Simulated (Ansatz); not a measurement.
# I on Ca(111): change of the work function, part 2 of 5

How does I on the fcc site change the work function of Ca(111) as the layer fills?

Ansatz 0.2.0; plane-wave DFT, RPBE, Ansatz PAW.

So far, work function, upper face (eV): step 2 (the clean slab) 2.94.

## (3) The covered slab, k-mesh 3×3×1, coverage 0.111 ML

System of this step: Ca36I (I/Ca(111)). The cell holds 37 atoms: 36 Ca and 1 I. Cell: a = 11.837 Å, b = 11.837 Å, c = 30.067 Å, α = 90.0°, β = 90.0°, γ = 60.0°. Vacuum lies along c.

The clean slab as it ended is repeated in the plane and the adsorbate is set on one face; the cell's size fixes the coverage, and the k-mesh shrinks with it to keep the sampling density about even. Adsorbate and upper layers relax, since the dipole depends on the height.

Input file input.yaml:

```yaml
crystal:
  lattice:
    - [11.8369675171, 0.0, 0.0]
    - [5.9184837585, 10.2511145735, 0.0]
    - [0.0, 0.0, 30.0673504999]
  atoms:
    - { symbol: Ca, position: [0.0, 0.0, 0.2993280036] }
    - { symbol: Ca, position: [0.1111111111, 0.1111111111, 0.4064746078] }
    - { symbol: Ca, position: [0.2222222222, 0.2222222222, 0.5147829855] }
    - { symbol: Ca, position: [0.0, 0.0, 0.6209194308] }
    - { symbol: Ca, position: [0.0, 0.3333333333, 0.2993280036] }
    - { symbol: Ca, position: [0.1111111111, 0.4444444444, 0.4064746078] }
    - { symbol: Ca, position: [0.2222222222, 0.5555555556, 0.5147829855] }
    - { symbol: Ca, position: [0.0, 0.3333333333, 0.6209194308] }
    - { symbol: Ca, position: [0.0, 0.6666666667, 0.2993280036] }
    - { symbol: Ca, position: [0.1111111111, 0.7777777778, 0.4064746078] }
    - { symbol: Ca, position: [0.2222222222, 0.8888888889, 0.5147829855] }
    - { symbol: Ca, position: [0.0, 0.6666666667, 0.6209194308] }
    - { symbol: Ca, position: [0.3333333333, 0.0, 0.2993280036] }
    - { symbol: Ca, position: [0.4444444444, 0.1111111111, 0.4064746078] }
    - { symbol: Ca, position: [0.5555555556, 0.2222222222, 0.5147829855] }
    - { symbol: Ca, position: [0.3333333333, 0.0, 0.6209194308] }
    - { symbol: Ca, position: [0.3333333333, 0.3333333333, 0.2993280036] }
    - { symbol: Ca, position: [0.4444444444, 0.4444444444, 0.4064746078] }
    - { symbol: Ca, position: [0.5555555556, 0.5555555556, 0.5147829855] }
    - { symbol: Ca, position: [0.3333333333, 0.3333333333, 0.6209194308] }
    - { symbol: Ca, position: [0.3333333333, 0.6666666667, 0.2993280036] }
    - { symbol: Ca, position: [0.4444444444, 0.7777777778, 0.4064746078] }
    - { symbol: Ca, position: [0.5555555556, 0.8888888889, 0.5147829855] }
    - { symbol: Ca, position: [0.3333333333, 0.6666666667, 0.6209194308] }
    - { symbol: Ca, position: [0.6666666667, 0.0, 0.2993280036] }
    - { symbol: Ca, position: [0.7777777778, 0.1111111111, 0.4064746078] }
    - { symbol: Ca, position: [0.8888888889, 0.2222222222, 0.5147829855] }
    - { symbol: Ca, position: [0.6666666667, 0.0, 0.6209194308] }
    - { symbol: Ca, position: [0.6666666667, 0.3333333333, 0.2993280036] }
    - { symbol: Ca, position: [0.7777777778, 0.4444444444, 0.4064746078] }
    - { symbol: Ca, position: [0.8888888889, 0.5555555556, 0.5147829855] }
    - { symbol: Ca, position: [0.6666666667, 0.3333333333, 0.6209194308] }
    - { symbol: Ca, position: [0.6666666667, 0.6666666667, 0.2993280036] }
    - { symbol: Ca, position: [0.7777777778, 0.7777777778, 0.4064746078] }
    - { symbol: Ca, position: [0.8888888889, 0.8888888889, 0.5147829855] }
    - { symbol: Ca, position: [0.6666666667, 0.6666666667, 0.6209194308] }
    - { symbol: I, position: [0.1111111111, 0.1111111111, 0.7006719964] }
kpoints:
  mp_grid: { grid: [3, 3, 1] }
hamiltonian:
  xc: rpbe
scf:
  occupations: { method: fermi_dirac, width: 0.1 }
  convergence: { dr2_threshold: 1.0e-08 }
efield:
  axis: 3
  dipole_correction: true
  ramp_position: 0.97
  ramp_width: 0.06
relax:
  f_tol: 0.02
  max_steps: 60
  constraints:
    - { sites: [0, 1, 4, 5, 8, 9, 12, 13, 16, 17, 20, 21, 24, 25, 28, 29, 32, 33] }
output:
  bader: true
  write_potential: true
  write_density: true
  volumetric_format: npy
```

Run with:

```sh
> ansatz run input.yaml --threads 4 --pin off --max-ram 12288MiB --backend cpu --events-out ev --progress --plain --runs-dir out
```

Numbers of over 12 decimals in the logs are rounded to 6 here.

The program printed:

```text
[...]
Crystal: 37 atoms, lattice volume = 3648.436 Å³
Basis set: ecut = 420 eV, 71273 PW (Γ), exchange–correlation on 160×160×432 points (8 copies of the dense FFT grid, shifted against one another)
Bands: 227, of which v1, the nominal top of the filled ones, is band 189 counted from 1 (188 counted from 0)
Symmetry: 6 space group operations
[...]
k-points: 3 of 9 (time reversal used)
[...]
SCF iter   1: F=—  HF=-73082.900460 eV  |F-HF|=—  |Δ(HF+E_count)|=         —  Δρ=2.10e-3  dr2=4.28e0  ethr=1.77e-3  p=-0.171 e·Å  D=-8.46e-3 V/Å  ΔV_dip=0.25 eV  dr2_dipole=2.29e-2  V_vac-E_F(+/−)=3.03/2.77 eV  ⟨swp⟩=19.3  Hψ=5361  notcnv=0
[...]
SCF iter  11: F=-73082.765075 eV  HF=-73082.765075 eV  |F-HF|=1.98e-9  |Δ(HF+E_count)|=   1.33e-8  Δρ=1.96e-7  dr2=4.20e-9  ethr=2.65e-12  p=-0.118 e·Å  D=-5.87e-3 V/Å  ΔV_dip=0.18 eV  dr2_dipole=1.08e-10  V_vac-E_F(+/−)=3.12/2.94 eV  ⟨swp⟩=16.0  Hψ=5769  notcnv=0
SCF 1 converged in 11 iterations: F = -73082.765075 eV  dr2 = 4.20e-9
[...]
relax step   1: F+E_penalty+E_count = -73082.76507525 eV  Δ(F+E_penalty+E_count) = +0.000e0 eV  max|allowed force component| = 1.018e-1 eV/Å  Δτ_max = 0.0000 Å  (11 SCF iters, accepted)
[...]
SCF iter   9: F=-73082.775967 eV  HF=-73082.775967 eV  |F-HF|=1.43e-9  |Δ(HF+E_count)|=   2.02e-9  Δρ=1.53e-7  dr2=2.23e-9  ethr=2.65e-12  p=-0.111 e·Å  D=-5.51e-3 V/Å  ΔV_dip=0.17 eV  dr2_dipole=4.59e-11  V_vac-E_F(+/−)=3.11/2.94 eV  ⟨swp⟩=15.7  Hψ=6115  notcnv=0
SCF 2 converged in 9 iterations: F = -73082.775967 eV  dr2 = 2.23e-9
relax step   2: F+E_penalty+E_count = -73082.77596721 eV  Δ(F+E_penalty+E_count) = -1.089e-2 eV  max|allowed force component| = 4.888e-2 eV/Å  Δτ_max = 0.0317 Å  (9 SCF iters, accepted)
SCF iter   1: F=—  HF=-73082.778001 eV  |F-HF|=—  |Δ(HF+E_count)|=         —  Δρ=3.10e-4  dr2=3.22e-2  ethr=5.38e-5  p=-0.111 e·Å  D=-5.51e-3 V/Å  ΔV_dip=0.17 eV  dr2_dipole=1.34e-2  V_vac-E_F(+/−)=3.11/2.94 eV  ⟨swp⟩=15.7  Hψ=2604  notcnv=0
[...]
SCF iter  10: F=-73082.779951 eV  HF=-73082.779951 eV  |F-HF|=2.44e-9  |Δ(HF+E_count)|=   4.02e-9  Δρ=1.51e-7  dr2=2.84e-9  ethr=2.65e-12  p=-0.104 e·Å  D=-5.16e-3 V/Å  ΔV_dip=0.16 eV  dr2_dipole=6.31e-10  V_vac-E_F(+/−)=3.09/2.94 eV  ⟨swp⟩=10.0  Hψ=4117  notcnv=0
SCF 3 converged in 10 iterations: F = -73082.779951 eV  dr2 = 2.84e-9
relax step   3: F+E_penalty+E_count = -73082.77995147 eV  Δ(F+E_penalty+E_count) = -3.984e-3 eV  max|allowed force component| = 8.802e-3 eV/Å  Δτ_max = 0.0412 Å  (10 SCF iters, accepted)
NSCF: frozen V_eff on 3 k-points
the band table was solved once a step of the walk had ended and its energy, with any forces and stress, was formed, with the checks that follow a solve (2538 applications of the Hamiltonian). They found nothing against the state; the energy, forces and stress were not computed again (output.eigenvalues in the input reference)
[...]
SCF converged after 10 iterations
Free energy (F): -73082.779951 eV
[...]
Internal energy: -73081.073044 eV  (E = F + TS)
E sigma→0 (E₀):  -73081.926498 eV
Entropy (-TS):   -1.706908 eV (-46.133 meV/atom)
Fermi energy:    0.587338 eV
Dipole field:    D = -0.005163 V/Å  (p = -0.104101 e·Å, saw-weighted, corrected)
Work function:   Φ+ = 3.0944 eV   Φ− = 2.9392 eV
[...]
--- Forces (eV/Å), atoms counted from 1 ---
  atom   1  Ca     0.00162650     0.00093906     0.03049052
  atom   2  Ca     0.00000000     0.00000000    -0.02776499
  atom   3  Ca     0.00041305     0.00023848    -0.00112880
  atom   4  Ca    -0.00316158    -0.00182534    -0.00135497
  atom   5  Ca     0.00000000    -0.00187812     0.03049052
  atom   6  Ca    -0.00885737    -0.00947752    -0.02873052
  atom   7  Ca    -0.00149699     0.00086429    -0.00067180
  atom   8  Ca    -0.00000000     0.00365068    -0.00135497
  atom   9  Ca     0.00033091    -0.00019105     0.03307679
  atom  10  Ca     0.00377909     0.01240947    -0.02873052
  atom  11  Ca     0.00000000    -0.00047695    -0.00112880
  atom  12  Ca     0.00056361    -0.00032540     0.00023521
  atom  13  Ca    -0.00162650     0.00093906     0.03049052
  atom  14  Ca    -0.01263646    -0.00293194    -0.02873052
  atom  15  Ca     0.00000000    -0.00172858    -0.00067180
  atom  16  Ca     0.00316158    -0.00182534    -0.00135497
  atom  17  Ca    -0.00349064    -0.00201532     0.03227115
  atom  18  Ca    -0.00000000     0.00000000    -0.06714656
  atom  19  Ca     0.00149699     0.00086429    -0.00067180
  atom  20  Ca    -0.00288439    -0.00166530     0.00007414
  atom  21  Ca    -0.00000000     0.00403065     0.03227115
  atom  22  Ca    -0.00377909     0.01240947    -0.02873052
  atom  23  Ca     0.00006465    -0.00003733     0.00025091
  atom  24  Ca    -0.00000000     0.00333061     0.00007414
  atom  25  Ca    -0.00000000     0.00038210     0.03307679
  atom  26  Ca     0.01263646    -0.00293194    -0.02873052
  atom  27  Ca    -0.00041305     0.00023848    -0.00112880
  atom  28  Ca    -0.00000000     0.00065080     0.00023521
  atom  29  Ca     0.00349064    -0.00201532     0.03227115
  atom  30  Ca     0.00885737    -0.00947752    -0.02873052
  atom  31  Ca    -0.00000000     0.00007466     0.00025091
  atom  32  Ca     0.00288439    -0.00166530     0.00007414
  atom  33  Ca    -0.00033091    -0.00019105     0.03307679
  atom  34  Ca     0.00000000    -0.00000000    -0.02123367
  atom  35  Ca    -0.00006465    -0.00003733     0.00025091
  atom  36  Ca    -0.00056361    -0.00032540     0.00023521
  atom  37  I      0.00000000    -0.00000000     0.00880201
  max |Σ_I F_I| component: 3.11e-6 eV/Å
--- Band table (eV) ---
  k-point 0: bands = [... 185 lower, 0.4686, 0.4686, 0.5291, 0.6585, 0.6585, 0.6631, 0.6651, 0.8154, ... 34 higher]
  k-point 1: bands = [... 185 lower, 0.5361, 0.5451, 0.5507, 0.5994, 0.6580, 0.6756, 0.6964, 0.7715, ... 34 higher]
  k-point 2: bands = [... 185 lower, 0.1990, 0.5977, 0.6007, 0.6008, 0.6145, 0.6187, 0.6291, 0.6716, ... 34 higher]
--- Relaxed structure (3 steps of the walk, 3 accepted, 0 SCFs on fresh bases) ---
  F+E_penalty+E_count = -73082.77995147 eV   max|allowed force component| = 8.802e-3 eV/Å
  atoms:
    - { symbol: Ca, position: [1.1111113280699718e-11, 1.111111328069972e-11, 0.2993280036] }
    - { symbol: Ca, position: [0.111111, 0.111111, 0.4064746078] }
    - { symbol: Ca, position: [0.221554, 0.221554, 0.515220] }
    - { symbol: Ca, position: [0.00121465, 0.00121465, 0.622110] }
    - { symbol: Ca, position: [1.1111084274872951e-11, 0.333333, 0.2993280036] }
    - { symbol: Ca, position: [0.111111, 0.444444, 0.4064746078] }
    - { symbol: Ca, position: [0.222062, 0.555635, 0.513653] }
    - { symbol: Ca, position: [0.00121465, 0.330904, 0.622110] }
    - { symbol: Ca, position: [-2.2222224060897133e-11, 0.666667, 0.2993280036] }
    - { symbol: Ca, position: [0.111111, 0.777778, 0.4064746078] }
    - { symbol: Ca, position: [0.221554, 0.890226, 0.515220] }
    - { symbol: Ca, position: [-6.169200780653528e-5, 0.666698, 0.620100] }
    - { symbol: Ca, position: [0.333333, 1.111111328069972e-11, 0.2993280036] }
    - { symbol: Ca, position: [0.444444, 0.111111, 0.4064746078] }
    - { symbol: Ca, position: [0.555635, 0.222062, 0.513653] }
    - { symbol: Ca, position: [0.330904, 0.00121465, 0.622110] }
    - { symbol: Ca, position: [0.333333, 0.333333, 0.2993280036] }
    - { symbol: Ca, position: [0.444444, 0.444444, 0.4064746078] }
    - { symbol: Ca, position: [0.555635, 0.555635, 0.513653] }
    - { symbol: Ca, position: [0.334660, 0.334660, 0.618688] }
    - { symbol: Ca, position: [0.333333, 0.666667, 0.2993280036] }
    - { symbol: Ca, position: [0.444444, 0.777778, 0.4064746078] }
    - { symbol: Ca, position: [0.555380, 0.888977, 0.514864] }
    - { symbol: Ca, position: [0.334660, 0.664012, 0.618688] }
    - { symbol: Ca, position: [0.666667, -2.2222204306928902e-11, 0.2993280036] }
    - { symbol: Ca, position: [0.777778, 0.111111, 0.4064746078] }
    - { symbol: Ca, position: [0.890226, 0.221554, 0.515220] }
    - { symbol: Ca, position: [0.666698, -6.169200780648554e-5, 0.620100] }
    - { symbol: Ca, position: [0.666667, 0.333333, 0.2993280036] }
    - { symbol: Ca, position: [0.777778, 0.444444, 0.4064746078] }
    - { symbol: Ca, position: [0.888977, 0.555380, 0.514864] }
    - { symbol: Ca, position: [0.664012, 0.334660, 0.618688] }
    - { symbol: Ca, position: [0.666667, 0.666667, 0.2993280036] }
    - { symbol: Ca, position: [0.777778, 0.777778, 0.4064746078] }
    - { symbol: Ca, position: [0.888977, 0.888977, 0.514864] }
    - { symbol: Ca, position: [0.666698, 0.666698, 0.620100] }
    - { symbol: I, position: [0.111111, 0.111111, 0.700880] }
--- Bader charges: 37 sites ---
  site symbol  charge [e]  shift [e] shared [e]
     0     Ca     -0.0168     0.0000    -0.0980
     1     Ca      0.2354     0.0000     0.1200
     2     Ca      0.3432     0.0000     0.3290
     3     Ca      0.2006     0.0000     0.1743
     4     Ca     -0.0168     0.0000    -0.0980
     5     Ca      0.1912     0.0000     0.1148
     6     Ca      0.1804     0.0000     0.1317
     7     Ca      0.2006     0.0000     0.1744
     8     Ca     -0.0435     0.0000    -0.1108
     9     Ca      0.1912     0.0000     0.1148
    10     Ca      0.3432     0.0000     0.3290
    11     Ca      0.0303     0.0000    -0.0391
    12     Ca     -0.0168     0.0000    -0.0980
    13     Ca      0.1912     0.0000     0.1148
    14     Ca      0.1804     0.0000     0.1316
    15     Ca      0.2005     0.0000     0.1743
    16     Ca     -0.0308     0.0000    -0.1058
    17     Ca      0.1502     0.0000     0.0603
    18     Ca      0.1804     0.0000     0.1316
    19     Ca     -0.3609     0.0000    -0.3609
    20     Ca     -0.0309     0.0000    -0.1058
    21     Ca      0.1911     0.0000     0.1147
    22     Ca      0.1497     0.0000     0.0515
    23     Ca     -0.3610     0.0000    -0.3610
    24     Ca     -0.0435     0.0000    -0.1108
    25     Ca      0.1912     0.0000     0.1148
    26     Ca      0.3432     0.0000     0.3290
    27     Ca      0.0302     0.0000    -0.0391
    28     Ca     -0.0309     0.0000    -0.1058
    29     Ca      0.1911     0.0000     0.1147
    30     Ca      0.1496     0.0000     0.0514
    31     Ca     -0.3609     0.0000    -0.3609
    32     Ca     -0.0435     0.0000    -0.1108
    33     Ca      0.1955     0.0000     0.1169
    34     Ca      0.1496     0.0000     0.0514
    35     Ca      0.0302     0.0000    -0.0391
    36      I     -0.9007     0.0000    -0.9009
  maxima off the nuclei: 28, with 2.1836 electrons
  on the straight line to a nucleus their density falls by 7.7e-5 to 2.3e-3 of itself; PAW files or a low cutoff
  can make one that falls by little (a run on other files and one at a higher cutoff tell): if they did, read the shared
  charge, to which what the maxima have on the atom's side is counted
  estimated error of the sums over rays = 5.4e-4 e
```

Wall time 6.4 min (4 threads of Arm Neoverse V2, shared host); peak memory 10 GiB.

The steps of the relaxation:

```csv
step,energy less that of the first step (eV),largest force component (eV/Å)
1,0.0000,0.1018
2,-0.0109,0.0489
3,-0.0149,0.0088
```

Forces are held to the 6 operations that the run works with; a distortion that breaks them can't arise in this run.

The atoms that moved most (Å):

| atom | dx | dy | dz | length |
| --- | --- | --- | --- | --- |
| Ca32 | -0.024 | 0.014 | -0.067 | 0.072 |
| Ca24 | 0.000 | -0.027 | -0.067 | 0.072 |
| Ca20 | 0.024 | 0.014 | -0.067 | 0.072 |
| Ca16 | -0.022 | 0.012 | 0.036 | 0.044 |
| Ca4 | 0.022 | 0.012 | 0.036 | 0.044 |
| Ca8 | 0.000 | -0.025 | 0.036 | 0.044 |
| Ca19 | 0.001 | 0.001 | -0.034 | 0.034 |
| Ca7 | -0.001 | 0.001 | -0.034 | 0.034 |

Final coordinates:

```cif
data_structure
_symmetry_space_group_name_H-M 'P 1'
_symmetry_Int_Tables_number 1
_cell_length_a 11.8370
_cell_length_b 11.8370
_cell_length_c 30.0674
_cell_angle_alpha 90.000
_cell_angle_beta 90.000
_cell_angle_gamma 60.000
_cell_volume 3648.44
loop_
_atom_site_label
_atom_site_type_symbol
_atom_site_fract_x
_atom_site_fract_y
_atom_site_fract_z
_atom_site_occupancy
Ca1 Ca 0.00000 0.00000 0.29933 1
Ca2 Ca 0.11111 0.11111 0.40647 1
Ca3 Ca 0.22155 0.22155 0.51522 1
Ca4 Ca 0.00121 0.00121 0.62211 1
Ca5 Ca 0.00000 0.33333 0.29933 1
Ca6 Ca 0.11111 0.44444 0.40647 1
Ca7 Ca 0.22206 0.55564 0.51365 1
Ca8 Ca 0.00121 0.33090 0.62211 1
Ca9 Ca 0.00000 0.66667 0.29933 1
Ca10 Ca 0.11111 0.77778 0.40647 1
Ca11 Ca 0.22155 0.89023 0.51522 1
Ca12 Ca 0.99994 0.66670 0.62010 1
Ca13 Ca 0.33333 0.00000 0.29933 1
Ca14 Ca 0.44444 0.11111 0.40647 1
Ca15 Ca 0.55564 0.22206 0.51365 1
Ca16 Ca 0.33090 0.00121 0.62211 1
Ca17 Ca 0.33333 0.33333 0.29933 1
Ca18 Ca 0.44444 0.44444 0.40647 1
Ca19 Ca 0.55564 0.55564 0.51365 1
Ca20 Ca 0.33466 0.33466 0.61869 1
Ca21 Ca 0.33333 0.66667 0.29933 1
Ca22 Ca 0.44444 0.77778 0.40647 1
Ca23 Ca 0.55538 0.88898 0.51486 1
Ca24 Ca 0.33466 0.66401 0.61869 1
Ca25 Ca 0.66667 0.00000 0.29933 1
Ca26 Ca 0.77778 0.11111 0.40647 1
Ca27 Ca 0.89023 0.22155 0.51522 1
Ca28 Ca 0.66670 0.99994 0.62010 1
Ca29 Ca 0.66667 0.33333 0.29933 1
Ca30 Ca 0.77778 0.44444 0.40647 1
Ca31 Ca 0.88898 0.55538 0.51486 1
Ca32 Ca 0.66401 0.33466 0.61869 1
Ca33 Ca 0.66667 0.66667 0.29933 1
Ca34 Ca 0.77778 0.77778 0.40647 1
Ca35 Ca 0.88898 0.88898 0.51486 1
Ca36 Ca 0.66670 0.66670 0.62010 1
I37 I 0.11111 0.11111 0.70088 1
```

This step gave:

```
energy at zero smearing        : -73081.9265 eV
work function, upper face      : 3.094 eV
work function, lower face      : 2.939 eV
dipole along the normal        : -0.1041 e·Å
step between the vacuum levels : 0.1553 eV
```

Running mean over 3.222 Å of the planar mean; the ramp of the sawtooth is left out. The electron's electrostatic potential energy less the Fermi level by z:

| z (Å) | electron's electrostatic potential energy less the Fermi level (eV) |
| --- | --- |
| 4 | 2.93 |
| 5 | 2.88 |
| 6 | 2.57 |
| 7 | 0.960 |
| 8 | -2.40 |
| 9 | -3.15 |
| 10 | -2.98 |
| 11 | -2.93 |
| 12 | -2.93 |
| 13 | -2.90 |
| 14 | -2.83 |
| 15 | -2.91 |
| 16 | -2.95 |
| 17 | -3.08 |
| 18 | -3.09 |
| 19 | -3.22 |
| 20 | -1.75 |
| 21 | 1.44 |
| 22 | 2.46 |
| 23 | 2.88 |
| 24 | 3.07 |
| 25 | 3.09 |
| 26 | 3.09 |

The relaxation took 3 steps and lowered the energy by 0.015 eV; the largest force on the free atoms ends at 0.0088 eV/Å.

The covered face has 3.09 eV, +0.15 eV against the clean one; the bare back face has moved by -0.01 eV, a measure of how thin the slab is.

[end of part 2 of 5]

[Logs are printed without paths, hosts, clocks, repeated set-up lines and the standing remarks that a program may print on its own settings, such as how far it seeks lower states.]

[Hosts, paths, dates, database ids (printed as entryN), source tags and the programs' standing remarks are cut or masked in the printed files.]

[Maps of the electrostatic potential energy from Ansatz leave out the sawtooth potential of an applied field or a dipole correction, so their vacuum need not be flat; planar profiles and work functions include it.]
